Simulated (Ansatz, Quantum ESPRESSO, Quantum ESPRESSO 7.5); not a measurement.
**vacuum gap of 4.5 Å between two Ta(110) faces: ballistic transmission**

Wanted: the transmission near the Fermi level and the conductance of this junction: vacuum gap of 4.5 Å between two Ta(110) faces.

Calculated with Quantum ESPRESSO 7.5; plane-wave DFT, PBE, JTH PAW pseudopotentials (cross-check by Ansatz 0.2.0 with PAW datasets).

## (1) The structure

The cell holds 16 atoms: 16 Ta. Its edges and angles: a = 3.320 Å, b = 2.875 Å, c = 39.714 Å, α = 90.0°, β = 90.0°, γ = 54.7°. It derives from Ta. Regions: left lead, 8 atoms (8 Ta); right lead, 8 atoms (8 Ta). The structure is stacked along c, and the current runs across the ab planes.

## (2) SCF with pw.x

One periodic cell holds a stretch of lead, the junction and more lead; the atoms stay as built.

Input file scf.in:

```
&control
  prefix = 'scf'
  outdir = './out'
  pseudo_dir = './pseudo'
  calculation = 'scf'
  tprnfor = .true.
/
&system
  ibrav = 0
  nat = 16
  ntyp = 1
  ecutwfc = 45
  ecutrho = 360
  occupations = 'smearing'
  smearing = 'mv'
  degauss = 0.01
/
&electrons
  conv_thr = 1e-07
  mixing_beta = 0.25
  electron_maxstep = 120
  mixing_mode = 'local-TF'
/
ATOMIC_SPECIES
  Ta  180.9479  Ta.GGA_PBE-JTH.UPF
CELL_PARAMETERS angstrom
  3.32000000000000 0.00000000000000 0.00000000000000
  1.66000000000000 2.34759451353934 0.00000000000000
  0.00000000000000 0.00000000000000 39.71391770309007
ATOMIC_POSITIONS crystal
  Ta  0.000000000000 0.000000000000 0.000000000000
  Ta  0.500000000000 0.000000000000 0.059112639833
  Ta  0.000000000000 0.000000000000 0.118225279666
  Ta  0.500000000000 0.000000000000 0.177337919499
  Ta  0.000000000000 0.000000000000 0.236450559332
  Ta  0.500000000000 0.000000000000 0.295563199165
  Ta  0.000000000000 0.000000000000 0.354675838998
  Ta  0.500000000000 0.000000000000 0.413788478831
  Ta  0.000000000000 0.000000000000 0.527098881336
  Ta  0.500000000000 0.000000000000 0.586211521169
  Ta  0.000000000000 0.000000000000 0.645324161002
  Ta  0.500000000000 0.000000000000 0.704436800835
  Ta  0.000000000000 0.000000000000 0.763549440668
  Ta  0.500000000000 0.000000000000 0.822662080501
  Ta  0.000000000000 0.000000000000 0.881774720334
  Ta  0.500000000000 0.000000000000 0.940887360167
K_POINTS automatic
  9 10 1 0 0 0
```

On the command line:

```bash
$ OMP_NUM_THREADS=1 mpirun -n 4 pw.x -nk 4 -in scf.in > scf.out
```

Log:

```text
Program PWSCF v.7.5 starts
[citation notice left out]

     Parallel version (MPI & OpenMP), running on       4 processor cores
     Number of MPI processes:                 4
     Threads/MPI process:                     1

     MPI processes distributed on     1 nodes
[...]
Current dimensions of program PWSCF are:
     Max number of different atomic species (ntypx) = 10
     Max number of k-points (npk) =  40000
     Max angular momentum in pseudopotentials (lmaxx) =  4
     file Ta.GGA_PBE-JTH.UPF: wavefunction(s)  5S 6S 5P 6P 5D 0D renormalized
     Message from routine setup:
     using ibrav=0 with symmetry is DISCOURAGED, use correct ibrav instead

     K-points division:     npool     =       4
     Subspace diagonalization in iterative solution of the eigenvalue problem:
     a serial algorithm will be used

     G-vector sticks info
     --------------------
     sticks:   dense  smooth     PW     G-vecs:    dense   smooth      PW
     Sum         801     399    129               241109    85315   16787

     Using Slab Decomposition

     bravais-lattice index     =            0
     lattice parameter (alat)  =       6.2739  a.u.
     unit-cell volume          =    2088.8175 (a.u.)^3
     number of atoms/cell      =           16
     number of atomic types    =            1
     number of electrons       =       208.00
     number of Kohn-Sham states=          125
     kinetic-energy cutoff     =      45.0000  Ry
     charge density cutoff     =     360.0000  Ry
     scf convergence threshold =      1.0E-07
     mixing beta               =       0.2500
     number of iterations used =            8  local-TF  mixing
     Exchange-correlation= SLA PW PBX PBC
                           (   1   4   3   4   0   0   0)

     celldm(1)=   6.273891  celldm(2)=   0.000000  celldm(3)=   0.000000
     celldm(4)=   0.000000  celldm(5)=   0.000000  celldm(6)=   0.000000

     crystal axes: (cart. coord. in units of alat)
               a(1) = (   1.000000   0.000000   0.000000 )
               a(2) = (   0.500000   0.707107   0.000000 )
               a(3) = (   0.000000   0.000000  11.962023 )

     reciprocal axes: (cart. coord. in units 2 pi/alat)
               b(1) = (  1.000000 -0.707107  0.000000 )
               b(2) = (  0.000000  1.414214  0.000000 )
               b(3) = (  0.000000  0.000000  0.083598 )

     PseudoPot. # 1 for Ta read from file:
     ./pseudo/Ta.GGA_PBE-JTH.UPF
     Pseudo is Projector augmented-wave + core cor, Zval = 13.0
     Generated using ATOMPAW code
     Shape of augmentation charge: SINC**2
     Using radial grid of 1120 points,  6 beta functions with:
                l(1) =   0
                l(2) =   0
                l(3) =   1
                l(4) =   1
                l(5) =   2
                l(6) =   2
     Q(r) pseudized with 0 coefficients

     atomic species   valence    mass     pseudopotential
     Ta               13.00   180.94790     Ta( 1.00)

      4 Sym. Ops. (no inversion) found

   Cartesian axes

     site n.     atom                  positions (alat units)
         1        Ta     tau(   1) = (   0.0000000   0.0000000   0.0000000  )
         2        Ta     tau(   2) = (   0.5000000   0.0000000   0.7071068  )
         3        Ta     tau(   3) = (   0.0000000   0.0000000   1.4142136  )
         4        Ta     tau(   4) = (   0.5000000   0.0000000   2.1213203  )
         5        Ta     tau(   5) = (   0.0000000   0.0000000   2.8284271  )
         6        Ta     tau(   6) = (   0.5000000   0.0000000   3.5355339  )
         7        Ta     tau(   7) = (   0.0000000   0.0000000   4.2426407  )
         8        Ta     tau(   8) = (   0.5000000   0.0000000   4.9497475  )
         9        Ta     tau(   9) = (   0.0000000   0.0000000   6.3051692  )
        10        Ta     tau(  10) = (   0.5000000   0.0000000   7.0122759  )
        11        Ta     tau(  11) = (   0.0000000   0.0000000   7.7193827  )
        12        Ta     tau(  12) = (   0.5000000   0.0000000   8.4264895  )
        13        Ta     tau(  13) = (   0.0000000   0.0000000   9.1335963  )
        14        Ta     tau(  14) = (   0.5000000   0.0000000   9.8407031  )
        15        Ta     tau(  15) = (   0.0000000   0.0000000  10.5478098  )
        16        Ta     tau(  16) = (   0.5000000   0.0000000  11.2549166  )

     number of k points=    46  Marzari-Vanderbilt smearing, width (Ry)=  0.0100
                       cart. coord. in units 2pi/alat
        k(    1) = (   0.0000000   0.0000000   0.0000000), wk =   0.0222222
        k(    2) = (   0.0000000   0.1414214   0.0000000), wk =   0.0444444
        k(    3) = (   0.0000000   0.2828427   0.0000000), wk =   0.0444444
        k(    4) = (   0.0000000   0.4242641   0.0000000), wk =   0.0444444
        k(    5) = (   0.0000000   0.5656854   0.0000000), wk =   0.0444444
        k(    6) = (   0.0000000  -0.7071068   0.0000000), wk =   0.0222222
        k(    7) = (   0.1111111  -0.0785674   0.0000000), wk =   0.0444444
        k(    8) = (   0.1111111   0.0628539   0.0000000), wk =   0.0444444
        k(    9) = (   0.1111111   0.2042753   0.0000000), wk =   0.0444444
        k(   10) = (   0.1111111   0.3456966   0.0000000), wk =   0.0444444
[...]
k(   46) = (   0.4444444  -0.4556910   0.0000000), wk =   0.0444444

     Dense  grid:   241109 G-vectors     FFT dimensions: (  40,  36, 480)

     Smooth grid:    85315 G-vectors     FFT dimensions: (  27,  24, 324)

     Estimated max dynamical RAM per process >     674.15 MB

     Estimated total dynamical RAM >       2.46 GB

     Initial potential from superposition of free atoms

     starting charge     207.9865, renormalised to     208.0000
     Starting wfcs are  288 randomized atomic wfcs
     Checking if some PAW data can be deallocated...

     total cpu time spent up to now is       32.6 secs

     per-process dynamical memory:   434.5 Mb

     Self-consistent Calculation

     iteration #  1     ecut=    45.00 Ry     beta= 0.25
     Davidson diagonalization with overlap
     ethr =  1.00E-02,  avg # of iterations =  2.0

     total cpu time spent up to now is       69.8 secs

     total energy              =  -11634.15553654 Ry
     estimated scf accuracy    <      30.80767590 Ry

     iteration #  2     ecut=    45.00 Ry     beta= 0.25
[...]
total energy              =  -11633.98552873 Ry
     estimated scf accuracy    <       9.89185906 Ry

     iteration #  3     ecut=    45.00 Ry     beta= 0.25
[...]
-16.3617 -16.3607 -16.3546 -16.3540 -16.3360 -16.3214 -16.3212 -16.2902
     9.4650   9.5748   9.7450  10.0001  10.2732  10.6595  10.9977  11.4548
    11.7829  12.2036  12.4367  12.6933  12.7997  12.8893  12.9143  12.9279
    15.6210  15.7990  15.8276  15.8853  15.9688  16.0845  16.2292  16.3897
    16.5020  16.5213  16.5705  16.6241  16.6372  16.7582  16.8240  16.9125
    16.9539  17.0481  17.0616  17.1432  17.2354  17.2927  17.3138  17.3416
    17.3712  17.4244  17.4447  17.4492  17.4838  17.4948  17.4973  17.6878
    17.7040  17.9741  17.9978  18.0731  18.1471  18.3394  18.7218  18.9062
    18.9588  18.9995  19.0565  19.1395  19.1648

          k = 0.0000 0.2828 0.0000 ( 10579 PWs)   bands (ev):

   -50.8084 -50.8084 -50.3536 -50.3536 -50.3120 -50.3092 -50.2975 -50.2878
   -50.2792 -50.2682 -50.2575 -50.2468 -50.2335 -50.2237 -50.2204 -50.2152
   -17.4960 -17.4949 -17.2679 -17.2356 -17.1821 -17.1208 -17.0844 -17.0843
   -17.0817 -17.0756 -17.0400 -16.9595 -16.8749 -16.7959 -16.7873 -16.7773
   -16.7566 -16.7372 -16.7359 -16.7121 -16.7070 -16.7057 -16.6945 -16.6860
   -16.6859 -16.6827 -16.6701 -16.6323 -16.5925 -16.5832 -16.5826 -16.5742
   -16.5733 -16.5694 -16.5693 -16.5624 -16.5528 -16.5480 -16.5161 -16.4986
   -16.4790 -16.4474 -16.4332 -16.4286 -16.4136 -16.3695 -16.3227 -16.2912
    10.6025  10.7059  10.8667  11.1054  11.3610  11.7186  12.0328  12.4540
    12.7600  13.1603  13.3816  13.6411  13.7156  13.7581  13.7682  13.7805
    15.4865  15.5274  15.6001  15.6159  15.6791  15.7163  15.8578  16.2475
    16.4193  16.7074  16.7960  16.9365  16.9632  17.0137  17.0428  17.0572
    17.0594  17.0697  17.1174  17.1197  17.1271  17.1703  17.2106  17.2616
    17.2690  17.3788  17.3888  17.4250  17.5209  17.5538  17.6011  17.6573
    17.6744  17.8618  17.8964  17.9913  18.1745  18.2495  18.2818  18.3867
    18.4979  18.5931  18.6736  18.6787  18.7894

          k = 0.0000 0.4243 0.0000 ( 10674 PWs)   bands (ev):

   -50.7798 -50.7797 -50.3236 -50.3236 -50.2790 -50.2766 -50.2655 -50.2568
   -50.2491 -50.2391 -50.2294 -50.2196 -50.2071 -50.1980 -50.1952 -50.1904
   -17.4335 -17.4329 -17.3597 -17.3593 -17.2051 -17.2050 -17.1668 -17.1423
   -17.1041 -17.0706 -17.0487 -17.0296 -17.0257 -17.0173 -17.0056 -16.9949
   -16.9890 -16.9716 -16.9703 -16.9160 -16.9053 -16.8967 -16.8964 -16.8834
   -16.8614 -16.8312 -16.8116 -16.8111 -16.8065 -16.8032 -16.7927 -16.7853
   -16.7533 -16.7325 -16.7118 -16.6704 -16.6606 -16.6322 -16.5936 -16.5824
   -16.5606 -16.5410 -16.5254 -16.5055 -16.4310 -16.3668 -16.3221 -16.2924
    11.9033  12.0044  12.1625  12.3881  12.6318  12.9446  13.2171  13.5227
    13.7390  13.9166  13.9442  13.9754  14.0621  14.0666  14.1406  14.1479
    14.3473  14.3524  14.3782  14.5037  14.6609  14.9238  15.0158  15.3923
    15.4760  15.8679  15.9953  16.0391  16.1411  16.2992  16.3113  16.4060
    16.5485  16.5937  16.6549  16.7430  16.8438  17.2098  17.2815  17.6032
    18.0340  18.2532  18.3997  18.4244  18.4713  18.5840  18.7237  18.7468
    18.7855  18.8818  18.9318  19.0136  19.0275  19.0417  19.0480  19.1144
    19.1538  19.1543  19.1980  19.2017  19.2716

          k = 0.0000 0.5657 0.0000 ( 10724 PWs)   bands (ev):

   -50.7565 -50.7565 -50.2994 -50.2994 -50.2523 -50.2502 -50.2395 -50.2316
   -50.2246 -50.2154 -50.2065 -50.1975 -50.1857 -50.1772 -50.1747 -50.1702
   -17.6001 -17.5999 -17.3654 -17.3646 -17.3009 -17.3008 -17.2953 -17.2916
   -17.2790 -17.2662 -17.2420 -17.2127 -17.1834 -17.1520 -17.1212 -17.0932
   -17.0833 -17.0665 -17.0654 -17.0197 -17.0178 -17.0168 -17.0066 -16.9893
   -16.9838 -16.9820 -16.9608 -16.9395 -16.9295 -16.8899 -16.8808 -16.8492
   -16.8093 -16.8063 -16.7637 -16.7322 -16.7242 -16.6846 -16.6522 -16.6506
   -16.6302 -16.6142 -16.5727 -16.4973 -16.4253 -16.3638 -16.3216 -16.2936
    12.5154  12.6181  12.7805  13.0046  13.2504  13.4086  13.4570  13.4869
    13.5201  13.5378  13.5885  13.6292  13.7008  13.7763  13.7910  13.8567
    13.9472  13.9941  14.0139  14.0908  14.1025  14.2317  14.4720  14.8150
    15.1162  15.5455  15.5635  15.6714  15.8513  15.8780  16.1048  16.3577
    16.4227  16.6686  16.8274  17.1148  17.2762  17.3242  17.5897  17.8108
    18.2221  18.3623  18.7696  18.7969  18.8440  18.9946  19.0144  19.2217
    19.3102  19.5248  19.6012  19.6800  20.0595  20.2177  20.2549  20.4066
    20.5731  20.6511  20.7899  21.1315  21.2286

          k = 0.0000-0.7071 0.0000 ( 10748 PWs)   bands (ev):

   -50.7476 -50.7475 -50.2901 -50.2901 -50.2420 -50.2400 -50.2295 -50.2219
   -50.2152 -50.2063 -50.1978 -50.1890 -50.1775 -50.1692 -50.1668 -50.1624
   -17.6854 -17.6852 -17.3931 -17.3876 -17.3725 -17.3572 -17.3414 -17.3407
   -17.3371 -17.3370 -17.3308 -17.2977 -17.2639 -17.2278 -17.1916 -17.1573
   -17.1225 -17.0939 -17.0773 -17.0623 -17.0561 -17.0485 -17.0448 -17.0236
   -17.0218 -16.9983 -16.9810 -16.9666 -16.9311 -16.9266 -16.8854 -16.8713
   -16.8421 -16.8001 -16.7989 -16.7591 -16.7241 -16.7190 -16.6846 -16.6639
   -16.6477 -16.6454 -16.5674 -16.4935 -16.4229 -16.3626 -16.3215 -16.2940
    12.5784  12.6783  12.8364  13.0515  13.1642  13.1717  13.2250  13.2503
    13.2863  13.3262  13.3810  13.4560  13.5515  13.5710  13.6113  13.7480
    13.7836  13.7989  13.8887  13.9302  13.9585  14.1069  14.4311  14.8431
    15.2417  15.3942  15.5038  15.6867  15.7417  15.9450  16.1891  16.2689
    16.6833  16.7508  17.1440  17.2039  17.6980  17.7611  18.1305  18.2741
    18.4887  18.5300  18.6168  18.6763  18.7676  18.9493  19.0868  19.1268
    19.1422  19.4877  19.5167  19.6148  19.9391  20.3031  20.3831  20.3923
    20.5834  20.8517  21.1007  21.8252  21.9263

[...]
the Fermi energy is    16.8560 ev

!    total energy              =  -11634.01253274 Ry
     total all-electron energy =    -11634.012533 Ry
     estimated scf accuracy    <       0.00000003 Ry
     smearing contrib. (-TS)   =       0.00180469 Ry
     internal energy E=F+TS    =  -11634.01433742 Ry

     The total energy is F=E-TS. E is the sum of the following terms:
     one-electron contribution =    -954.30481900 Ry
     hartree contribution      =     618.84833166 Ry
     xc contribution           =    -435.25965993 Ry
     ewald contribution        =   -1184.32989927 Ry
     one-center paw contrib.   =   -9678.96829088 Ry

     convergence has been achieved in  15 iterations

     Forces acting on atoms (cartesian axes, Ry/au):

     atom    1 type  1   force =     0.00000000    0.00000000    0.00001400
     atom    2 type  1   force =     0.00000000    0.00000000    0.00043393
     atom    3 type  1   force =     0.00000000    0.00000000   -0.00033675
     atom    4 type  1   force =     0.00000000    0.00000000    0.00018737
     atom    5 type  1   force =     0.00000000    0.00000000   -0.00040886
     atom    6 type  1   force =     0.00000000    0.00000000    0.00303958
     atom    7 type  1   force =     0.00000000    0.00000000    0.01297327
     atom    8 type  1   force =     0.00000000    0.00000000    0.00263864
     atom    9 type  1   force =     0.00000000    0.00000000   -0.00263811
     atom   10 type  1   force =     0.00000000    0.00000000   -0.01298237
     atom   11 type  1   force =     0.00000000    0.00000000   -0.00301888
     atom   12 type  1   force =     0.00000000    0.00000000    0.00039083
     atom   13 type  1   force =     0.00000000    0.00000000   -0.00017456
     atom   14 type  1   force =     0.00000000    0.00000000    0.00033316
     atom   15 type  1   force =     0.00000000    0.00000000   -0.00045659
     atom   16 type  1   force =     0.00000000    0.00000000    0.00000536

     Total force =     0.019239     Total SCF correction =     0.000789

[...]
=------------------------------------------------------------------------------=
   JOB DONE.
=------------------------------------------------------------------------------=
```

It took 10 min on 4 MPI ranks of Arm Neoverse V2, shared host; peak memory 2.4 GiB; 41 min of CPU time.

Numbers from this step:

```
free energy  : -158288.8043 eV
Fermi energy : 16.86 eV
```

The program's own clock; routines nest. Time by routine:

| routine | wall time (s) | calls |
| --- | --- | --- |
| PWSCF | 613.4 | 1 |
| electrons | 573.6 | 1 |
| c_bands | 493.4 | 15 |
| cegterg | 463.5 | 180 |
| h_psi | 274 | 734 |
| fftw | 187.1 | 126616 |
| vloc_psi | 168.4 | 734 |
| calbec | 78.75 | 962 |
| sum_band | 63.31 | 15 |
| add_vuspsi | 51.4 | 734 |
| s_psi | 51.31 | 734 |
| h_psi:calbec | 51.15 | 734 |
| init_run | 32.48 | 1 |
| wfcinit | 31.06 | 1 |

The run needed 15 iterations to bring the estimated error under 1e-07 Ry; the largest force on any atom, held or free, is 0.33 eV/Å.

(Continued in part 2 of 4.)

[Logs are printed without paths, hosts, clocks, repeated set-up lines and the standing remarks that a program may print on its own settings, such as how far it seeks lower states.]

[Hosts, paths, dates, database ids (printed as entryN), source tags and the programs' standing remarks are cut or masked in the printed files.]

[Maps of the electrostatic potential energy from Ansatz leave out the sawtooth potential of an applied field or a dipole correction, so their vacuum need not be flat; planar profiles and work functions include it.]
